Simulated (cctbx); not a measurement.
## Resonant diffraction in TiBS3

Space group R-3c (no. 167), a = 5.8220 Å, b = 5.8220 Å, c = 19.0520 Å, α = 90.00°, β = 90.00°, γ = 120.00°.

| atom | mult. | x | y | z | Ueq (Å²) |
| --- | --- | --- | --- | --- | --- |
| Ti1 | 6 | 2/3 | 1/3 | 1/3 | 0.0064 |
| S1 | 18 | 0 | 0.7133 | 1/4 | 0.0046 |
| B1 | 6 | 0 | 0 | 1/4 | 0.0093 |

The model was made for the exercise: a known structure type with other elements put in, its volume estimated, not relaxed; displacement parameters are assumed.

Calculated with cctbx: free-atom f′ and f″ from the Sasaki tables, no fine structure; amplitudes in electrons.

| E (eV) | F 1 0 4 | F 0 2 4 | F 1 1 0 | F 1 1 3 |
| --- | --- | --- | --- | --- |
| 4366 | 156.3 | 42.2 | 12.7 | 167.3 |
| 4716 | 151.6 | 37.2 | 9.1 | 167.6 |
| 4846 | 147.3 | 32.9 | 8.5 | 167.7 |
| 4906 | 143.0 | 28.6 | 10.2 | 167.7 |
| 4936 | 138.5 | 24.3 | 13.3 | 167.7 |
| 4951 | 134.3 | 20.2 | 16.8 | 167.8 |
| 4958 | 130.4 | 16.4 | 20.3 | 167.8 |
| 4962 | 126.4 | 12.5 | 24.1 | 167.8 |
| 4970 | 127.0 | 19.8 | 28.3 | 167.8 |
| 4974 | 132.2 | 22.9 | 23.6 | 167.8 |
| 4981 | 136.7 | 26.0 | 19.9 | 167.8 |
| 4996 | 141.3 | 29.6 | 16.6 | 167.8 |
| 5026 | 146.3 | 33.8 | 13.8 | 167.8 |
| 5116 | 152.8 | 39.4 | 12.4 | 167.8 |
| 5366 | 159.4 | 45.2 | 14.0 | 167.8 |

**Question.** Which edge is crossed, and why do the reflections move as they do?

The K edge of Ti. The edge is at 4966 eV. f′ of Ti falls from -3.5 e at 4846 eV to -7.1 e at 4 eV below it, and f″ steps from 0.44 to 4.00 e across it. Over that approach |F| changes by -14 % (1 0 4), -62 % (0 2 4), +184 % (1 1 0) and +0 % (1 1 3): a reflection falls where Ti scatters in phase with the total and rises where it scatters against it; it hardly moves where the Ti term is small or cancels by symmetry. Above the edge the larger f″ enters the imaginary part, where it can add to or cancel the other atoms' f″. The structure is centrosymmetric, so Friedel mates stay equal.
